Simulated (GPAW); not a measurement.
# Rh L₃ ELNES/XANES of LiRh (P-6m2) from DFT, part 2 of 3

What does one-electron theory with a core hole give for the Rh L₃ edge of LiRh (P-6m2)?

GPAW 26.7.0; X-ray absorption from dipole matrix elements to empty bands, plane-wave PAW LDA.

So far. Step 2 (The field without a hole): The mesh shows no gap, so the system is treated as a metal and the core electron is put at the Fermi level (neutral cell). Step 3 (Spectrum without a core hole, Rh atom 1): Main maxima below 30 eV (height): 1.0 eV (2.42), 8.6 eV (0.93) and 13.0 eV (1.03). At an L edge the dipole rule selects empty d (and weakly s) states on the absorber, and the strong line at the onset measures the empty part of its d band.

### Step 5. Spectrum with XCH, Rh atom 1

The holes are 6.8 Å apart. In GPAW the data set carries the hole's charge, so charge=0 means a charged cell and charge=-1 a neutral one. The excited electron is kept in the cell, where it fills the lowest empty states and screens the hole. After the field has converged, empty bands are computed with the density fixed and the dipole matrix elements are summed.

File xas.py:

```python
import numpy as np
from ase import Atoms
from ase.parallel import parprint, paropen
from gpaw import GPAW, PW, FermiDirac, Mixer, MixerDif, setup_paths
from gpaw.test import gen
setup_paths.insert(0, '.')
gen('Rh', name='fch2p', xcname='LDA', corehole=(2, 1, 1), write_xml=True)
from gpaw.mpi import world
world.barrier()

atoms = Atoms('Rh12Li12',
    cell=[[-2.65230046, 4.59391915, 4.32660441],
     [-2.65230046, -4.59391915, 4.32660441],
     [5.30460092, 0, 4.32660441]],
    scaled_positions=[[0, 0.83333333, 0.16666667],
     [0.33333333, 0.16666667, 0.5],
     [0.5, 0.33333333, 0.16666667],
     [0, 0.33333333, 0.66666667],
     [0.66666667, 0.5, 0.83333333],
     [0.66666667, 0, 0.33333333],
     [0.16666667, 0, 0.83333333],
     [0.16666667, 0.5, 0.33333333],
     [0.83333333, 0.66666667, 0.5],
     [0.33333333, 0.66666667, 0],
     [0.5, 0.83333333, 0.66666667],
     [0.83333333, 0.16666667, 0],
     [0.16666667, 0.16666667, 0.16666667],
     [0.5, 0.5, 0.5],
     [0.66666667, 0.66666667, 0.16666667],
     [0.16666667, 0.66666667, 0.66666667],
     [0.83333333, 0.83333333, 0.83333333],
     [0.83333333, 0.33333333, 0.33333333],
     [0.33333333, 0.33333333, 0.83333333],
     [0.33333333, 0.83333333, 0.33333333],
     [0, 0, 0.5],
     [0.5, 0, 0],
     [0.66666667, 0.16666667, 0.66666667],
     [0, 0.5, 0]],
    pbc=True)
atoms.calc = calc = GPAW(legacy_gpaw=True, mode=PW(500), xc='LDA', setups={0: 'fch2p'},
    kpts={'size': (4, 4, 4), 'gamma': True}, occupations=FermiDirac(0.1),
    charge=-1, mixer=Mixer(0.1, 5, 50), maxiter=150,
    convergence={'density': 0.0001}, txt='scf.txt')
energy = atoms.get_potential_energy() + calc.get_reference_energy()
ef = calc.get_fermi_level()
out = dict(energy=energy, fermi=ef, forces=atoms.get_forces().tolist())
parprint(f'all-electron energy {energy:.4f} eV, Fermi level {ef:.4f} eV')
ev = np.array([[calc.get_eigenvalues(k, s) for k in range(len(calc.get_ibz_k_points()))] for s in range(calc.get_number_of_spins())])
out['homo'], out['lumo'], out['counts'] = ev[ev < ef].max(), ev[ev > ef].min(), sorted(set((ev < ef).sum((0, 2)).tolist()))
out['filled'] = (ev[:, 0] < ef).sum(1).tolist()

from ase.units import Ha
from gpaw.xas import dipole_matrix_elements
nb = int(calc.get_number_of_electrons() / 2) + 250
top, nb = nb, nb + 8 + nb // 12
nscf = calc.fixed_density(kpts={'size': (4, 4, 4), 'gamma': True}, nbands=nb,
    convergence={'bands': top, 'eigenstates': 1e-5}, maxiter=60, txt='nscf.txt')
cell = atoms.cell.array
ops = [cell.T @ U.T @ np.linalg.inv(cell.T) for U in nscf.wfs.kd.symmetry.op_scc]
E = np.arange(-6, 34, 0.1)
fwhm = np.interp(E, [4, 25], [2.13, 3.5])
Y, X, zero, highest = 0, 0, 1e9, 1e9
for spin in range(nscf.get_number_of_spins()):
    wfs = nscf.wfs
    A = dipole_matrix_elements(wfs.setups[0])
    eps = np.zeros((wfs.kd.nibzkpts, nb))
    d = np.zeros((3, A.shape[1], wfs.kd.nibzkpts, nb), complex)
    for kpt in wfs.kpt_u:
        if kpt.s == spin and 0 in kpt.P_ani:
            eps[kpt.k] = kpt.eps_n * Ha
            d[:, :, kpt.k] = (kpt.weight * wfs.nspins / 2) ** 0.5 * np.inner(A, kpt.P_ani[0])
    world.sum(eps)
    world.sum(d)
    T = np.einsum('amkn,bmkn->abkn', d, d.conj()).real
    T = sum(np.einsum('ai,ijkn,bj->abkn', R, T, R) for R in ops) / len(ops)
    empty = eps > ef
    zero, highest = min(zero, eps[empty].min()), min(highest, eps[:, top - 1].min())
    lines = [(eps, T, empty)] if spin == 0 else lines + [(eps, T, empty)]
for eps, T, empty in lines:
    f = np.einsum('aakn->akn', T).reshape(3, -1)
    x = eps.ravel() - zero
    w = np.interp(x, E, fwhm) / 2.35482
    g = np.exp(-0.5 * ((E[:, None] - x) / w) ** 2) / (w * (2 * np.pi) ** 0.5)
    Y = Y + (f * empty.ravel()) @ g.T
    X = X + (f * ~empty.ravel()) @ g.T
out.update(E=E.round(2).tolist(), xas=Y.tolist(), xes=X.tolist(), zero=zero, valid=highest - zero, nk=len(eps), nb=nb)
for i in range(0, len(E), 10):
    parprint(f'{E[i]:7.2f}', *(f'{v:10.3e}' for v in Y[:, i]))
import json
with paropen('out.json', 'w') as f:
    json.dump(out, f)
```

Launch:

```console
$ OMP_NUM_THREADS=1 mpirun -n 4 gpaw python xas.py
```

Numbers of over 12 decimals in the logs are rounded to 6 here.

What it wrote:

```text
Input parameters:
  charge: -1
  convergence: {density: 0.0001}
  kpts: {gamma: True,
         size: (4, 4, 4)}
  maxiter: 150
  mixer: {backend: pulay,
          beta: 0.1,
          method: separate,
          nmaxold: 5,
          weight: 50}
  mode: {ecut: 500.0,
         name: pw}
  occupations: {fixmagmom: False,
                name: fermi-dirac,
                width: 0.1}
  setups: {0: fch2p}

Initialize ...

[... PAW data sets ...]

Reference energy: -1559455.819379  # eV

Spin-paired calculation

[... convergence settings ...]
Symmetries present (total): 1
  [... symmetry matrices ...]

64 k-points: 4 x 4 x 4 Monkhorst-Pack grid + [1/8,1/8,1/8]
36 k-points in the irreducible part of the Brillouin zone
       k-points in crystal coordinates                weights
   0:     0.00000000    0.00000000    0.00000000          1/64
   1:     0.00000000    0.00000000    0.25000000          2/64
   2:     0.00000000    0.00000000    0.50000000          1/64
   3:     0.00000000    0.25000000   -0.25000000          2/64
   4:     0.00000000    0.25000000    0.00000000          2/64
   5:     0.00000000    0.25000000    0.25000000          2/64
   6:     0.00000000    0.25000000    0.50000000          2/64
   7:     0.00000000    0.50000000    0.00000000          1/64
   8:     0.00000000    0.50000000    0.25000000          2/64
   9:     0.00000000    0.50000000    0.50000000          1/64
          ...
  35:     0.50000000    0.50000000    0.50000000          1/64

Wave functions: Plane wave expansion
  Cutoff energy: 500.000 eV
  Number of coefficients (min, max): 7998, 8054
  Pulay-stress correction: 0.000000 eV/Ang^3 (de/decut=0.000000)
  Using FFTW library
  Wavefunction extrapolation:
    Improved wavefunction reuse through dual PAW basis

Occupation numbers: Fermi-Dirac:
  width: 0.1000  # eV

Eigensolver
   Davidson(niter=2)

Densities:
  Coarse grid: 36*36*36 grid
  Fine grid: 72*72*72 grid
  Total Charge: 0.000000

Density mixing:
  Method: separate
  Backend: pulay
  Linear mixing parameter: 0.1
  old densities: 5
  Width of damping distribution: 1.1
  Damping of long wavelength oscillations: 50

[... Hamiltonian set-up ...]
Number of atoms: 24
Number of atomic orbitals: 192
Number of bands in calculation: 120
Number of valence electrons: 193
Bands to converge: occupied

... initialized

Initializing position-dependent things.

Density initialized from atomic densities
Creating initial wave functions:
  120 bands from LCAO basis set

                Li

             Rh     Rh

              LRh    Li
          Li    Li     Li
            Rh    Rh
           LiRh   LiRh    Rh

         Rh   LRh     Rh
          Rh
                Li     Li
           Li

Atomic positions and initial magnetic moments

Positions:
   0 Rh    -1.326150   -3.828266    4.326604    ( 0.0000,  0.0000,  0.0000)
   1 Rh     1.326150    0.765653    4.326604    ( 0.0000,  0.0000,  0.0000)
   2 Rh    -1.326150    0.765653    4.326604    ( 0.0000,  0.0000,  0.0000)
   3 Rh     2.652300   -1.531306    4.326604    ( 0.0000,  0.0000,  0.0000)
   4 Rh     1.326150    0.765653    8.653209    ( 0.0000,  0.0000,  0.0000)
   5 Rh    -0.000000    3.062613    4.326604    ( 0.0000,  0.0000,  0.0000)
   6 Rh     3.978451    0.765653    4.326604    ( 0.0000,  0.0000,  0.0000)
[...]
21 Li    -1.326150    2.296960    2.163302    ( 0.0000,  0.0000,  0.0000)
  22 Li     1.326150    2.296960    6.489907    ( 0.0000,  0.0000,  0.0000)
  23 Li    -1.326150   -2.296960    2.163302    ( 0.0000,  0.0000,  0.0000)

Unit cell:
           periodic     x           y           z      points  spacing
  1. axis:    yes   -2.652300    4.593919    4.326604    36     0.1884
  2. axis:    yes   -2.652300   -4.593919    4.326604    36     0.1884
  3. axis:    yes    5.304601    0.000000    4.326604    36     0.1884

  Lengths:   6.845312   6.845312   6.845312
  Angles:   84.304724  84.304724  84.304724

Effective grid spacing dv^(1/3) = 0.1893

iter:   1  -173.509266
iter:   2  -152.717319   -0.37  -1.04
iter:   3  -148.580561   -0.57  -1.26
iter:   4  -145.010177   -1.24  -1.42
iter:   5  -144.289064   -2.03  -1.65
iter:   6  -144.170998   -2.26  -1.73
iter:   7  -143.835234   -2.43  -1.84
iter:   8  -143.794211   -3.08  -2.33
iter:   9  -143.795855c  -3.59  -2.42
iter:  10  -143.796659c  -3.55  -2.45
iter:  11  -143.796831c  -3.64  -2.61
iter:  12  -143.796468c  -3.99  -2.89
iter:  13  -143.796902c  -4.37  -3.09
iter:  14  -143.796380c  -4.53  -3.15
iter:  15  -143.796104c  -5.15  -3.65
iter:  16  -143.796165c  -5.88  -3.85
iter:  17  -143.796185c  -6.05  -3.87
iter:  18  -143.796180c  -6.24  -3.94
iter:  19  -143.796148c  -6.83  -4.21c
iter:  20  -143.796159c  -7.39  -4.32c
iter:  21  -143.796145c  -7.84c -4.36c

Converged after 21 iterations.

Dipole moment: (0.098524, 0.056901, 0.000038) |e|*Ang

Energy contributions relative to reference atoms: (reference = -1559455.819379)

Kinetic:        +10.506940
Potential:      -25.426553
External:        +0.000000
XC:            -126.209072
Entropy (-ST):   -0.538683
Local:           -2.398117
SIC:             +0.000000
--------------------------
Free energy:   -144.065486
Extrapolated:  -143.796145

Showing only first 2 kpts
 Kpt  Band  Eigenvalues  Occupancy
  0    94      6.30898    0.17460
  0    95      6.30899    0.17459
  0    96      6.51775    0.02344
  0    97      6.56493    0.01469

  1    94      5.90657    1.68503
  1    95      5.91122    1.67249
  1    96      6.26627    0.25575
[...]
Fermi level: 6.07428

No gap
No difference between direct/indirect transitions

Forces in eV/Ang:
  0 Rh    0.00030    0.00041   -0.00000
  1 Rh   -0.00026   -0.00023   -0.05917
  2 Rh    0.00009   -0.00264    0.00011
  3 Rh    0.00146    0.00092    0.00007
  4 Rh   -0.00000   -0.00013    0.05918
  5 Rh    0.21027   -0.34070   -0.01166
  6 Rh   -0.40011   -0.01144   -0.01164
[...]
21 Li   -0.01012   -0.00586   -0.00000
 22 Li   -0.00002    0.00485   -0.00000
 23 Li    0.00324    0.05960   -0.03119
Scalar-relativistic atomic LDA calculation for Rh (Rhodium, Z=45)
Core hole in 2p state (2p occupation: 5.0)
750 radial gridpoints.
|------------------------------------------------|
|------------------------------------------------|
[... the atom generator's iteration count ...]

Energy contributions:
-------------------------
Kinetic:    +4829.239811
XC:          -129.207039
Potential:  -9365.729740
-------------------------
Total:      -4665.696968

state      eigenvalue         ekin         rmax
-----------------------------------------------
1s^2.0 :  -851.346455  1072.340614        0.021
2s^2.0 :  -126.463466   222.705044        0.119
2p^5.0 :  -114.348975   213.559056        0.095
3s^2.0 :   -23.369923    61.924213        0.347
3p^6.0 :   -19.267692    57.849813        0.339
3d^10.0:   -12.655616    52.867088        0.282
4s^2.0 :    -3.613798    15.570894        0.860
4p^6.0 :    -2.410246    12.987048        0.913
4d^8.0 :    -0.678612     7.590810        1.071
5s^1.0 :    -0.461536     1.944474        2.392
5p^0.0 :    -0.271405     1.182496        2.971
-----------------------------------------------
(units: Bohr and Hartree)

Generating PAW setup
Kinetic energy of the core from tauc = 4796.932611663529
Cutoffs:
rc(s)=2.400
rc(p)=2.610
rc(d)=2.350
rc(vbar)=2.390
rc(comp)=2.290
rc(nct)=2.610

Kinetic energy of the core states: 4688.646565
Charge: 1.0
Core electrons: 29.0
Valence electrons: 15.0
Pseudo-core charge: 0.067143
Shape function alpha=1.907
Pseudo-electron charge 4.859126
state    eigenvalue         norm
--------------------------------
5s(1) :    -0.461536     1.051040
*s    :     0.538464
4p(6) :    -2.410246     0.093440
5p(0) :    -0.271405     1.009516
4d(8) :    -0.678612     0.397538
*d    :     0.321388
--------------------------------

Diagonalizing with gridspacing h=0.050

state   all-electron     PAW
-------------------------------
5s:      -0.461536    -0.461784
4p:      -2.410246    -2.410403
4d:      -0.678612    -0.679454
*f:                   -0.022353
-------------------------------
all-electron energy -1559599.6155 eV, Fermi level 6.0743 eV
[...]
31.00  5.150e-06  5.150e-06  5.406e-06
  32.00  5.393e-06  5.393e-06  5.629e-06
  33.00  5.700e-06  5.700e-06  5.849e-06
```

Elapsed: 20 min, on 4 MPI ranks of Arm Neoverse V2, shared host; peak memory 1.3 GiB.

The Rh L₃ spectrum, Rh atom 1, excited-electron core hole (neutral cell) (energy from the lowest empty level; intensity scaled to a mean of 1 over the first 20 eV; polarised curves are means over the symmetry-equivalent atoms):

| E (eV) | isotropic | ε ⊥ c | ε ∥ c |
| --- | --- | --- | --- |
| -2.0 | 0.04 | 0.05 | 0.02 |
| -1.4 | 0.16 | 0.21 | 0.07 |
| -0.8 | 0.48 | 0.62 | 0.21 |
| -0.2 | 1.01 | 1.29 | 0.44 |
| 0.4 | 1.52 | 1.92 | 0.70 |
| 1.0 | 1.77 | 2.20 | 0.91 |
| 1.6 | 1.73 | 2.08 | 1.03 |
| 2.2 | 1.54 | 1.77 | 1.08 |
| 2.8 | 1.30 | 1.43 | 1.05 |
| 3.4 | 1.07 | 1.12 | 0.96 |
| 4.0 | 0.89 | 0.89 | 0.87 |
| 4.6 | 0.77 | 0.74 | 0.81 |
| 5.2 | 0.67 | 0.63 | 0.76 |
| 5.8 | 0.60 | 0.55 | 0.69 |
| 6.4 | 0.60 | 0.55 | 0.69 |
| 7.0 | 0.71 | 0.66 | 0.82 |
| 7.6 | 0.90 | 0.83 | 1.03 |
| 8.2 | 1.02 | 0.93 | 1.21 |
| 8.8 | 1.04 | 0.93 | 1.26 |
| 9.4 | 0.98 | 0.87 | 1.21 |
| 10.0 | 0.92 | 0.82 | 1.11 |
| 10.6 | 0.90 | 0.83 | 1.04 |
| 11.2 | 0.96 | 0.92 | 1.05 |
| 11.8 | 1.07 | 1.04 | 1.13 |
| 12.4 | 1.16 | 1.14 | 1.21 |
| 13.0 | 1.19 | 1.16 | 1.24 |
| 13.6 | 1.13 | 1.10 | 1.18 |
| 14.2 | 1.04 | 1.02 | 1.08 |
| 14.8 | 0.96 | 0.96 | 0.97 |
| 15.4 | 0.91 | 0.93 | 0.87 |
| 16.0 | 0.87 | 0.92 | 0.78 |
| 16.6 | 0.85 | 0.92 | 0.70 |
| 17.2 | 0.82 | 0.92 | 0.62 |
| 17.8 | 0.81 | 0.93 | 0.56 |
| 18.4 | 0.79 | 0.92 | 0.52 |
| 19.0 | 0.77 | 0.89 | 0.52 |
| 19.6 | 0.75 | 0.85 | 0.55 |
| 20.2 | 0.73 | 0.80 | 0.60 |
| 20.8 | 0.72 | 0.75 | 0.66 |
| 21.4 | 0.71 | 0.72 | 0.71 |
| 22.0 | 0.72 | 0.71 | 0.73 |
| 22.6 | 0.72 | 0.71 | 0.74 |
| 23.2 | 0.73 | 0.73 | 0.74 |
| 23.8 | 0.74 | 0.74 | 0.74 |
| 24.4 | 0.75 | 0.75 | 0.76 |
| 25.0 | 0.77 | 0.76 | 0.79 |
| 25.6 | 0.79 | 0.77 | 0.82 |
| 26.2 | 0.81 | 0.78 | 0.85 |
| 26.8 | 0.82 | 0.79 | 0.87 |
| 27.4 | 0.82 | 0.80 | 0.87 |
| 28.0 | 0.82 | 0.80 | 0.86 |
| 28.6 | 0.82 | 0.81 | 0.85 |
| 29.2 | 0.83 | 0.82 | 0.85 |
| 29.8 | 0.84 | 0.83 | 0.86 |
| 30.4 | 0.86 | 0.84 | 0.88 |
| 31.0 | 0.87 | 0.86 | 0.90 |
| 31.6 | 0.90 | 0.88 | 0.93 |

Main maxima below 30 eV (height): 1.2 eV (1.78), 8.6 eV (1.05) and 12.8 eV (1.19). 

### Step 6. Spectrum with FCH, Rh atom 1

The holes are 6.8 Å apart. In GPAW the data set carries the hole's charge, so charge=0 means a charged cell and charge=-1 a neutral one. The excited electron is left out and a uniform background balances the charge. After the field has converged, empty bands are computed with the density fixed and the dipole matrix elements are summed.

Changed against the first core-hole run: core hole to FCH.

xas.py: that of step 5 with these lines changed.

```diff
@@ -41,3 +41,3 @@
     kpts={'size': (4, 4, 4), 'gamma': True}, occupations=FermiDirac(0.1),
-    charge=-1, mixer=Mixer(0.1, 5, 50), maxiter=150,
+    charge=0, mixer=Mixer(0.1, 5, 50), maxiter=150,
     convergence={'density': 0.0001}, txt='scf.txt')
```

What it wrote:

```text
Input parameters:
  convergence: {density: 0.0001}
  kpts: {gamma: True,
         size: (4, 4, 4)}
  maxiter: 150
  mixer: {backend: pulay,
          beta: 0.1,
          method: separate,
          nmaxold: 5,
          weight: 50}
  mode: {ecut: 500.0,
         name: pw}
  occupations: {fixmagmom: False,
                name: fermi-dirac,
                width: 0.1}
  setups: {0: fch2p}

Initialize ...

[...]
3. axis:    yes    5.304601    0.000000    4.326604    36     0.1884

  Lengths:   6.845312   6.845312   6.845312
  Angles:   84.304724  84.304724  84.304724

Effective grid spacing dv^(1/3) = 0.1893

iter:   1  -149.779782   +3.25       c
iter:   2  -149.789477   +1.65       c
iter:   3  -149.789604c  +0.42       c
iter:   4  -149.789608c  -0.59       c
iter:   5  -149.789608c  -1.47       c

all-electron energy -1559605.6086 eV, Fermi level 5.9512 eV
[key lines of the parts left out:]
Converged after 20 iterations.
Dipole moment: (0.109417, 0.063121, -0.000085) |e|*Ang
Free energy:   -150.077899
Fermi level: 5.95116
```

Wall time 14 min (4 MPI ranks); peak memory 0.05 GiB.

The run was cut off at its time limit.

The time allowed ran out, so this step gives no result.

### Step 7. Supercell without a hole, the energy reference

The cell and mesh change for the next run, so it gets a reference energy of its own.

File scf.py:

```python
import numpy as np
from ase import Atoms
from ase.parallel import parprint, paropen
from gpaw import GPAW, PW, FermiDirac, Mixer, MixerDif, setup_paths
from gpaw.test import gen
setup_paths.insert(0, '.')
gen('Rh', name='nch2p', xcname='LDA', corehole=(2, 1, 0), write_xml=True)
from gpaw.mpi import world
world.barrier()

atoms = Atoms('Rh6Li6',
    cell=[[-2.65230046, 0, -4.32660441],
     [2.65230046, 0, -4.32660441],
     [-1.32615023, -6.89087873, 0]],
    scaled_positions=[[0.77777778, 0.22222222, 0.88888889],
     [0.27777778, 0.72222222, 0.88888889],
     [0.94444444, 0.05555556, 0.22222222],
     [0.44444444, 0.55555556, 0.22222222],
     [0.11111111, 0.88888889, 0.55555556],
     [0.61111111, 0.38888889, 0.55555556],
     [0.75, 0.75, 0],
     [0.25, 0.25, 0],
     [0.91666667, 0.58333333, 0.33333333],
     [0.41666667, 0.08333333, 0.33333333],
     [0.08333333, 0.41666667, 0.66666667],
     [0.58333333, 0.91666667, 0.66666667]],
    pbc=True)
atoms.calc = calc = GPAW(legacy_gpaw=True, mode=PW(500), xc='LDA', setups={0: 'nch2p'},
    kpts={'size': (6, 6, 4), 'gamma': True}, occupations=FermiDirac(0.1),
    charge=0, mixer=Mixer(0.1, 5, 50), maxiter=150,
    convergence={'density': 0.0001}, txt='scf.txt')
energy = atoms.get_potential_energy() + calc.get_reference_energy()
ef = calc.get_fermi_level()
out = dict(energy=energy, fermi=ef, forces=atoms.get_forces().tolist())
parprint(f'all-electron energy {energy:.4f} eV, Fermi level {ef:.4f} eV')
ev = np.array([[calc.get_eigenvalues(k, s) for k in range(len(calc.get_ibz_k_points()))] for s in range(calc.get_number_of_spins())])
out['homo'], out['lumo'], out['counts'] = ev[ev < ef].max(), ev[ev > ef].min(), sorted(set((ev < ef).sum((0, 2)).tolist()))
out['filled'] = (ev[:, 0] < ef).sum(1).tolist()
import json
with paropen('out.json', 'w') as f:
    json.dump(out, f)
```

Launch:

```console
$ OMP_NUM_THREADS=1 mpirun -n 4 gpaw python scf.py
```

What it wrote:

```text
Input parameters:
  convergence: {density: 0.0001}
  kpts: {gamma: True,
         size: (6, 6, 4)}
  maxiter: 150
  mixer: {backend: pulay,
          beta: 0.1,
          method: separate,
          nmaxold: 5,
          weight: 50}
  mode: {ecut: 500.0,
         name: pw}
  occupations: {fixmagmom: False,
                name: fermi-dirac,
                width: 0.1}
  setups: {0: nch2p}

Initialize ...

[...]
*s    :     0.831624
4p(6) :    -1.857314     0.120652
5p(0) :    -0.035593     0.998302
4d(8) :    -0.225910     0.506540
*d    :     0.774090
--------------------------------

Diagonalizing with gridspacing h=0.050

state   all-electron     PAW
-------------------------------
5s:      -0.168376    -0.168508
4p:      -1.857314    -1.857524
4d:      -0.225910    -0.226752
*f:                    0.069742
-------------------------------
all-electron energy -781319.0616 eV, Fermi level 6.1092 eV
[key lines of the parts left out:]
Converged after 20 iterations.
Dipole moment: (-2.566653, -10.222746, 0.000000) |e|*Ang
Free energy:    -66.772815
Fermi level: 6.10921
```

It took 91 s on 4 MPI ranks; peak memory 0.32 GiB.

Reference energy: -781319.062 eV with the cores included.

(Continued in part 3 of 3.)

[Banner, clock and machine lines of the logs are left out without a mark of their own.]

[Logs are printed without paths, hosts, clocks, repeated set-up lines and the standing remarks that a program may print on its own settings, such as how far it seeks lower states.]

[Hosts, paths, dates, database ids (printed as entryN), source tags and the programs' standing remarks are cut or masked in the printed files.]

[Lists of maxima count a maximum above −3 eV only where it reaches 4 % of the highest in the window and stands out from its surroundings by 2 % of it (1.5 % where it reaches 55 %); shoulders and weaker maxima are passed over, and of the rest the first, up to two pre-edge ones and the few strongest are named.]
